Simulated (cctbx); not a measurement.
# Interatomic vectors of Zn2NiS4

Space group I4/mmm (no. 139), a = 4.2030 Å, b = 4.2030 Å, c = 14.4460 Å, α = 90.00°, β = 90.00°, γ = 90.00°, content Zn4 Ni2 S8.

The data are simulated with cctbx, not measured: Cu Kα, λ = 1.54184 Å, to d = 0.83 Å, 70 % of the full sphere, strongest reflection 20000 counts, noise from counting, a 2 % proportional error and a noise floor of 8 counts (s.d.); no absorption.

Patterson synthesis, origin scaled to 1000:

```text
Patterson group I 4/m m m
      u       v       w   height  length (A)
  0.000   0.000   0.000   1000.0     0.00
  0.000   0.000   0.500    646.7     7.22
  0.000   0.000   0.352    434.1     5.08
  0.000   0.500   0.149    407.6     3.00
  0.000   0.000   0.299    311.0     4.31
  0.000   0.000   0.186    293.7     2.69
  0.000   0.500   0.000    234.0     2.10
  0.091   0.091   0.074     31.6     1.20
  0.096   0.096   0.426     27.1     6.18
  0.000   0.133   0.422     24.3     6.12
  0.066   0.397   0.079     22.0     2.04
  0.158   0.158   0.248     15.4     3.70
  0.151   0.358   0.092     14.5     2.10
  0.000   0.224   0.401     10.3     5.87
```

Q: Assign the vectors.

A peak at u stands for all pairs with xi − xj = u, with weight Σ ZiZj against Σ Z² = 7216 at the origin. Peak heights follow these weights only roughly, since form factors, motion and series ripples differ, all vectors within 0.55 Å of a peak are counted as merged into it though the farther ones add only part of their weight, and F(000) is left out, which lowers the whole map:

| u | v | w | shortest length (Å) | height | 1000 ΣZiZj/ΣZ² | pairs in the cell |
| --- | --- | --- | --- | --- | --- | --- |
| 0.000 | 0.000 | 0.500 | 2.97 | 647 | 674 | 8 × Zn–S, 4 × S–S |
| 0.000 | 0.000 | 0.352 | 3.66 | 434 | 466 | 4 × Zn–Ni |
| 0.000 | 0.500 | 0.149 | 3.01 | 408 | 408 | 4 × Zn–S, 4 × S–S |
| 0.000 | 0.000 | 0.299 | 4.15 | 311 | 320 | 2 × Zn–Zn, 2 × S–S |
| 0.000 | 0.000 | 0.186 | 2.69 | 294 | 514 | 4 × Zn–S, 4 × Ni–S |
| 0.000 | 0.500 | 0.000 | 2.10 | 234 | 248 | 4 × Ni–S |

The table stops at ten peaks or at a height of 45, below which ripples compete. In the model behind the data Zn, the heaviest element, has 1 independent site: (0, 0, 0.3534), up to an allowed shift of origin; the Zn–Zn vectors are differences of these positions and their symmetry mates. Elements of similar Z can't be told apart from the map alone. The whole model:

```
atom  mult.    x  y       z  Ueq (Å²)
 Zn1      4    0  0  0.3534    0.0062
 Ni1      2    0  0       0    0.0069
  S1      4  1/2  0       0    0.0083
  S2      4    0  0  0.1560    0.0098
```

The model was made for the exercise: a known structure type with other elements put in, its volume estimated, not relaxed; displacement parameters are assumed.

[Logs are printed without paths, hosts, clocks, repeated set-up lines and the standing remarks that a program may print on its own settings, such as how far it seeks lower states.]
